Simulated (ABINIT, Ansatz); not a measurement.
# Converging GW for Al2O3 (Corundum) in ABINIT

Aim: raise bands and screening cutoff together for Al2O3 (Corundum) and follow gap and time.

Program: ABINIT 10.8.3. Level of theory: PBE and many-body steps on it, plane waves. Results are calculated unless marked as measured.

### 1. Starting point

It takes space group R-3c (No. 167, trigonal). Conventional cell: a = 4.760 Å, b = 4.760 Å, c = 12.996 Å, α = 90.00°, β = 90.00°, γ = 120.00°. Nearest to Al lie 6 O at 1.85 to 1.97 Å. Nearest to O lie 4 Al at 1.85 to 1.97 Å. Farther neighbours and most contacts between anions are not listed.

The cell and positions come from the Crystallography Open Database and are kept as given unless a step says otherwise.

### 2. Empty states on the mesh, 4×4×4 mesh, 303 bands

This step: ABINIT 10.8.3; DFT, PBE, plane waves, norm-conserving pseudopotentials.

The sums over transitions need many empty states on a uniform mesh; this step solves for them.

The input, run.abi:

```
acell 3*1.0 Angstrom
rprim 
  2.380249999995 1.374237978213 4.331866666707
  -2.380249999995 1.374237978213 4.331866666707
  -0.000000000000 -2.748475956495 4.331866666685
ntypat 2
znucl 13 8
natom 10
typat 1 1 1 1 2 2 2 2 2 2
xred 
  0.352160000000 0.352160000000 0.352160000000
  0.147840000000 0.147840000000 0.147840000000
  0.647840000000 0.647840000000 0.647840000000
  0.852160000000 0.852160000000 0.852160000000
  0.556680000000 0.943320000000 0.250000000000
  0.250000000000 0.556680000000 0.943320000000
  0.943320000000 0.250000000000 0.556680000000
  0.443320000000 0.056680000000 0.750000000000
  0.750000000000 0.443320000000 0.056680000000
  0.056680000000 0.750000000000 0.443320000000
pp_dirpath "pseudos"
pseudos "Al.upf, O.upf"
ecut 36
ngkpt 4 4 4
nshiftk 1
shiftk 0 0 0
kptopt 1
chksymbreak 0
iscf -2
irdden 1
istwfk *1
nband 303
nbdbuf 26
tolwfr 1e-09
nstep 60
prtvol 0
indata_prefix "in"
outdata_prefix "out"
tmpdata_prefix "tmp"
```

Started as:

```bash
$ OMP_NUM_THREADS=1 mpirun -n 4 abinit run.abi > log
```

Numbers of over 12 decimals in the logs are rounded to 6 here.

What it wrote:

```text
.Version 10.8.3 of ABINIT. v10.8.2 released Aug 2026.

 Symmetries : space group R-3 c (#167); Bravais hR (rhombohedral)
[... echo of the input left out ...]
== DATASET  1 ==================================================================
-   mpi_nproc: 4, omp_nthreads: 1 (-1 if OMP is not activated)

--- !DatasetInfo
iteration_state: {dtset: 1, }
dimensions: {natom: 10, nkpt: 13, mband: 303, nsppol: 1, nspinor: 1, nspden: 1, mpw: 5940, }
cutoff_energies: {ecut:  36.0, pawecutdg:  -1.0, }
[...]
4.22133    4.23524    4.23524    4.24227    4.24543    4.25156    4.26465    4.26948
   4.31092    4.34629    4.34629    4.35514    4.36432    4.36432    4.39309    4.39310
   4.40114    4.40117    4.43089    4.45066    4.45087    4.47804    4.49964
 prteigrs : prtvol=0 or 1, do not print more k-points.

== END DATASET(S) ==============================================================
================================================================================

 -outvars: echo values of variables after computation  --------
            nband         303
             nkpt          13
          spgroup         167
 [... the other variables as echoed above ...]

 Calculation completed.
```

Run time: 7.2 min. Hardware: 4 MPI ranks of Arm Neoverse V1, shared host; peak memory 0.75 GiB.

Numbers from this step:

| Property | Result |
| --- | --- |
| gap | 6.266 eV |
| k of the valence top | 0, 0, 0 |
| k of the conduction bottom | 0, 0, 0 |
| least direct gap | 6.266 eV |
| k points computed | 13 |
| lowest point of the top converged band, above the valence top | 107.8716 eV |

On this mesh the gap is 6.266 eV.

The density comes from a self-consistent run that is not shown.

### 3. Screening, 4×4×4 mesh, 55 bands, screening to 76.2 eV

The RPA dielectric matrix is built and inverted for each q.

This step: RPA screening on PBE, plane waves, norm-conserving pseudopotentials.

run.abi: that of step 2 with these lines changed.

```diff
@@ -28,10 +28,11 @@
 chksymbreak 0
-iscf -2
-irdden 1
 istwfk *1
-nband 303
-nbdbuf 26
-tolwfr 1e-09
-nstep 60
-prtvol 0
+occopt 1
+irdwfk 1
+optdriver 3
+nband 55
+ecuteps 2.8
+inclvkb 2
+awtr 1
+symchi 1
 indata_prefix "in"
```

What it wrote:

```text
.Version 10.8.3 of ABINIT. v10.8.2 released Aug 2026.

 Symmetries : space group R-3 c (#167); Bravais hR (rhombohedral)
[... echo of the input left out ...]
== DATASET  1 ==================================================================
-   mpi_nproc: 4, omp_nthreads: 1 (-1 if OMP is not activated)

--- !DatasetInfo
iteration_state: {dtset: 1, }
dimensions: {natom: 10, nkpt: 13, mband: 55, nsppol: 1, nspinor: 1, nspden: 1, mpw: 5940, }
cutoff_energies: {ecut:  36.0, pawecutdg:  -1.0, }
electrons: {nelect:   4.80000000E+01, charge:   0.00000000E+00, occopt:   1.00000000E+00, tsmear:   1.00000000E-02, }

 SCREENING: Calculation of the susceptibility and dielectric matrices

 Based on a program developped by R.W. Godby, V. Olevano, G. Onida, and L. Reining.
 Incorporated in ABINIT by V. Olevano, G.-M. Rignanese, and M. Torrent.
.Using double precision arithmetic ; gwpc =  8

[... cell and pseudopotentials left out ...]
--------------------------------------------------------------------------------

 ==== K-mesh for the wavefunctions ====
 Number of points in the irreducible wedge :    13
[... list of points left out ...]
 Together with 12 symmetry operations and time-reversal symmetry
 yields    64 points in the full Brillouin Zone.

 ==== Q-mesh for the screening function ====
 Number of points in the irreducible wedge :    13
[... list of points left out ...]
 Together with 12 symmetry operations and time-reversal symmetry
 yields    64 points in the full Brillouin Zone.

 setmesh: FFT mesh size selected  =    36x   36x   36
          total number of points  =        46656

 vcoul_init : cutoff-mode = AUXILIARY_FUNCTION
 q-points for optical limit:   1
     1)      0.000010    0.000020    0.000030

- screening: taking advantage of time-reversal symmetry
- Maximum band index for partially occupied states nbvw = 24
- Remaining bands to be divided among processors   nbcw = 31
- Number of bands treated by each node ~7

 Number of electrons calculated from density =   48.0000; Expected =   48.0000
 average of density, n =  0.083663
 r_s =    1.4184
 omega_plasma =   27.9012 [eV]

 calculating chi0 at frequencies [eV] :
  1    0.000000E+00    0.000000E+00
  2    0.000000E+00    2.790117E+01

--------------------------------------------------------------------------------
  q-point number  1        q = ( 0.000000, 0.000000, 0.000000) [r.l.u.]
--------------------------------------------------------------------------------
[... chi0 elements left out ...]
 For q-point:  0.000010 0.000020 0.000030
  dielectric constant =   3.0313
  dielectric constant without local fields =   3.1361

  Average fulfillment of the sum rule on Im[epsilon] for q-point    1 :     26.17  [%]
[... wings left out ...]
  q-point number  2        q = ( 0.250000, 0.000000, 0.000000) [r.l.u.]
--------------------------------------------------------------------------------
[... chi0 elements left out ...]
  Average fulfillment of the sum rule on Im[epsilon] for q-point    2 :     43.12  [%]

 [... 11 further q-points ...]
```

It took 81 s on 4 MPI ranks; peak memory 1.8 GiB; 5.4 min of CPU time.

This step gave:

| Quantity | Value |
| --- | --- |
| ε∞ with local fields, on this mesh, along the program's q direction | 3.031 |
| the same without local fields | 3.136 |
| plasma frequency | 27.90 eV |
| plane waves in the screening matrix | 121 |

Local fields lower ε∞ by 3 %.

### 4. 55 bands, 76.2 eV

The self-energy is evaluated for the states that the input lists, and the levels follow from it, in one-shot runs by the linearised quasiparticle equation.

This step: G0W0 on PBE, plane waves, norm-conserving pseudopotentials.

run.abi: that of step 3 with these lines changed.

```diff
@@ -31,8 +31,15 @@
 irdwfk 1
-optdriver 3
+optdriver 4
 nband 55
+gwcalctyp 0
+ecutsigx 36
+symsigma 1
+nkptgw 1
+kptgw 
+  0.0000000000 0.0000000000 0.0000000000
+bdgw 
+  22 26
 ecuteps 2.8
-inclvkb 2
-awtr 1
-symchi 1
+irdscr 1
+ppmodel 1
 indata_prefix "in"
```

What it wrote:

```text
.Version 10.8.3 of ABINIT. v10.8.2 released Aug 2026.

 Symmetries : space group R-3 c (#167); Bravais hR (rhombohedral)
[... echo of the input left out ...]
== DATASET  1 ==================================================================
-   mpi_nproc: 4, omp_nthreads: 1 (-1 if OMP is not activated)

--- !DatasetInfo
iteration_state: {dtset: 1, }
dimensions: {natom: 10, nkpt: 13, mband: 55, nsppol: 1, nspinor: 1, nspden: 1, mpw: 5940, }
cutoff_energies: {ecut:  36.0, pawecutdg:  -1.0, }
electrons: {nelect:   4.80000000E+01, charge:   0.00000000E+00, occopt:   1.00000000E+00, tsmear:   1.00000000E-02, }

 SIGMA: Calculation of the GW corrections

 Based on a program developped by R.W. Godby, V. Olevano, G. Onida, and L. Reining.
 Incorporated in ABINIT by V. Olevano, G.-M. Rignanese, and M. Torrent.
.Using double precision arithmetic ; gwpc =  8

[... cell and pseudopotentials left out ...]
--------------------------------------------------------------------------------

 ==== K-mesh for the wavefunctions ====
 Number of points in the irreducible wedge :    13
[... list of points left out ...]
 Together with 12 symmetry operations and time-reversal symmetry
 yields    64 points in the full Brillouin Zone.

 ==== Q-mesh for screening function ====
 Number of points in the irreducible wedge :    13
[... list of points left out ...]
 Together with 12 symmetry operations and time-reversal symmetry
 yields    64 points in the full Brillouin Zone.

 vcoul_init : cutoff-mode = AUXILIARY_FUNCTION
 q-points for optical limit:   1
     1)      0.000010    0.000020    0.000030
 setmesh: FFT mesh size selected  =    54x   54x   54
          total number of points  =       157464

 Number of electrons calculated from density =   48.0000; Expected =   48.0000
 average of density, n =  0.083663
 r_s =    1.4184
 omega_plasma =   27.9012 [eV]

 === KS Band Gaps ===
  >>>> For spin  1
   Minimum direct gap =   6.2663 [eV], located at k-point      :   0.0000  0.0000  0.0000
   Fundamental gap    =   6.2663 [eV], Top of valence bands at :   0.0000  0.0000  0.0000
                                       Bottom of conduction at :   0.0000  0.0000  0.0000
 SIGMA fundamental parameters:
 PLASMON POLE MODEL  1
 number of plane-waves for SigmaX                 5879
 number of plane-waves for SigmaC and W            121
 number of plane-waves for wavefunctions          5879
 number of bands                                    55
 number of independent spin polarizations            1
 number of spinorial components                      1
 number of k-points in IBZ                          13
 number of q-points in IBZ                          13
 number of symmetry operations                      12
 number of k-points in BZ                           64
 number of q-points in BZ                           64
 number of frequencies for dSigma/dE                 9
 frequency step for dSigma/dE [eV]                0.25
 number of omega for Sigma on real axis              0
 max omega for Sigma on real axis  [eV]           0.00
 zcut for avoiding poles [eV]                     0.10

 EPSILON^-1 parameters (SCR file):
 dimension of the eps^-1 matrix on file            121
 dimension of the eps^-1 matrix used               121
 number of plane-waves for wavefunctions          5879
 number of bands                                    55
 number of q-points in IBZ                          13
 number of frequencies                               2
 number of real frequencies                          1
 number of imag frequencies                          1

 matrix elements of self-energy operator (all in [eV])

 Perturbative Calculation

--- !SelfEnergy_ee
iteration_state: {dtset: 1, }
kpoint     : [   0.000,    0.000,    0.000, ]
spin       : 1
KS_gap     :    6.266
QP_gap     :    8.674
Delta_QP_KS:    2.408
data: !SigmaeeData |
     Band     E0 <VxcDFT>   SigX SigC(E0)      Z dSigC/dE  Sig(E)    E-E0       E
       22   5.137 -20.467 -25.963   4.698   0.820  -0.219 -21.121  -0.654   4.483
       23   5.137 -20.467 -25.963   4.698   0.820  -0.219 -21.121  -0.654   4.483
       24   5.182 -20.398 -25.833   4.641   0.821  -0.218 -21.050  -0.652   4.529
       25  11.448 -13.779  -8.892  -2.853   0.863  -0.158 -12.023   1.755  13.203
       26  14.369 -11.424  -6.101  -3.048   0.870  -0.150  -9.446   1.978  16.347

== END DATASET(S) ==============================================================
================================================================================

 -outvars: echo values of variables after computation  --------
           etotal      0.0000000000E+00
            nband          55
             nkpt          13
          spgroup         167
 [... the other variables as echoed above ...]

 Calculation completed.
```

It took 4.7 s on 4 MPI ranks; peak memory 1.4 GiB.

This step gave:

```yaml
g0w0_gap_on_the_points_computed: 8.674 eV
starting_gap_on_the_mesh: 6.266 eV
k_of_the_valence_top: 0, 0, 0
k_of_the_conduction_bottom: 0, 0, 0
z_at_the_valence_top: 0.821
z_at_the_conduction_bottom: 0.863
least_direct_g0w0_gap_on_the_computed_points: 8.674 eV
```

The gap on the mesh goes from 6.27 eV to 8.67 eV, a correction of +2.41 eV.

### 5. Screening, 4×4×4 mesh, 127 bands, screening to 141.5 eV

This step: RPA screening on PBE, plane waves, norm-conserving pseudopotentials.

run.abi: that of step 4 with these lines changed.

```diff
@@ -31,15 +31,8 @@
 irdwfk 1
-optdriver 4
-nband 55
-gwcalctyp 0
-ecutsigx 36
-symsigma 1
-nkptgw 1
-kptgw 
-  0.0000000000 0.0000000000 0.0000000000
-bdgw 
-  22 26
-ecuteps 2.8
-irdscr 1
-ppmodel 1
+optdriver 3
+nband 127
+ecuteps 5.2
+inclvkb 2
+awtr 1
+symchi 1
 indata_prefix "in"
```

What it wrote:

```text
.Version 10.8.3 of ABINIT. v10.8.2 released Aug 2026.

 Symmetries : space group R-3 c (#167); Bravais hR (rhombohedral)
[... echo of the input left out ...]
== DATASET  1 ==================================================================
-   mpi_nproc: 4, omp_nthreads: 1 (-1 if OMP is not activated)

--- !DatasetInfo
iteration_state: {dtset: 1, }
dimensions: {natom: 10, nkpt: 13, mband: 127, nsppol: 1, nspinor: 1, nspden: 1, mpw: 5940, }
cutoff_energies: {ecut:  36.0, pawecutdg:  -1.0, }
electrons: {nelect:   4.80000000E+01, charge:   0.00000000E+00, occopt:   1.00000000E+00, tsmear:   1.00000000E-02, }

 SCREENING: Calculation of the susceptibility and dielectric matrices

 Based on a program developped by R.W. Godby, V. Olevano, G. Onida, and L. Reining.
 Incorporated in ABINIT by V. Olevano, G.-M. Rignanese, and M. Torrent.
.Using double precision arithmetic ; gwpc =  8

[... cell and pseudopotentials left out ...]
--------------------------------------------------------------------------------

 ==== K-mesh for the wavefunctions ====
 Number of points in the irreducible wedge :    13
[... list of points left out ...]
 Together with 12 symmetry operations and time-reversal symmetry
 yields    64 points in the full Brillouin Zone.

 ==== Q-mesh for the screening function ====
 Number of points in the irreducible wedge :    13
[... list of points left out ...]
 Together with 12 symmetry operations and time-reversal symmetry
 yields    64 points in the full Brillouin Zone.

 setmesh: FFT mesh size selected  =    40x   40x   40
          total number of points  =        64000

 vcoul_init : cutoff-mode = AUXILIARY_FUNCTION
 q-points for optical limit:   1
     1)      0.000010    0.000020    0.000030

- screening: taking advantage of time-reversal symmetry
- Maximum band index for partially occupied states nbvw = 24
- Remaining bands to be divided among processors   nbcw = 103
- Number of bands treated by each node ~25

 Number of electrons calculated from density =   48.0000; Expected =   48.0000
 average of density, n =  0.083663
 r_s =    1.4184
 omega_plasma =   27.9012 [eV]

 calculating chi0 at frequencies [eV] :
  1    0.000000E+00    0.000000E+00
  2    0.000000E+00    2.790117E+01

--------------------------------------------------------------------------------
  q-point number  1        q = ( 0.000000, 0.000000, 0.000000) [r.l.u.]
--------------------------------------------------------------------------------
[... chi0 elements left out ...]
 For q-point:  0.000010 0.000020 0.000030
  dielectric constant =   3.0310
  dielectric constant without local fields =   3.2465

  Average fulfillment of the sum rule on Im[epsilon] for q-point    1 :     56.41  [%]
[... wings left out ...]
  q-point number  2        q = ( 0.250000, 0.000000, 0.000000) [r.l.u.]
--------------------------------------------------------------------------------
[... chi0 elements left out ...]
  Average fulfillment of the sum rule on Im[epsilon] for q-point    2 :     67.51  [%]

 [... 11 further q-points ...]
```

It took 6.3 min on 4 MPI ranks; peak memory 3.3 GiB; 25 min of CPU time.

This step gave:

```
ε∞ with local fields, on this mesh, along the program's q direction : 3.031
the same without local fields                                       : 3.247
plasma frequency                                                    : 27.90 eV
plane waves in the screening matrix                                 : 321
```

(Continued in part 2 of 2.)

[Paths, hosts, dates, memory and timing lines, banners, echoed tables and standing remarks are left out of the program output.]

[Logs are printed without paths, hosts, clocks, repeated set-up lines and the standing remarks that a program may print on its own settings, such as how far it seeks lower states.]

[Runs of the session that timed out or met a known fault of the program may be left out.]

[Hosts, paths, dates, database ids (printed as entryN), source tags and the programs' standing remarks are cut or masked in the printed files.]

[G0W0 gaps are taken among the corrected bands and points alone; a level outside them can change the order at an edge.]

[Where Ansatz stands beside ABINIT at settings called matched, ABINIT's density can come from a denser mesh and the files from another edition; pairs whose starting gaps differed by over 0.03 eV were left out, so agreement reads better than it is.]
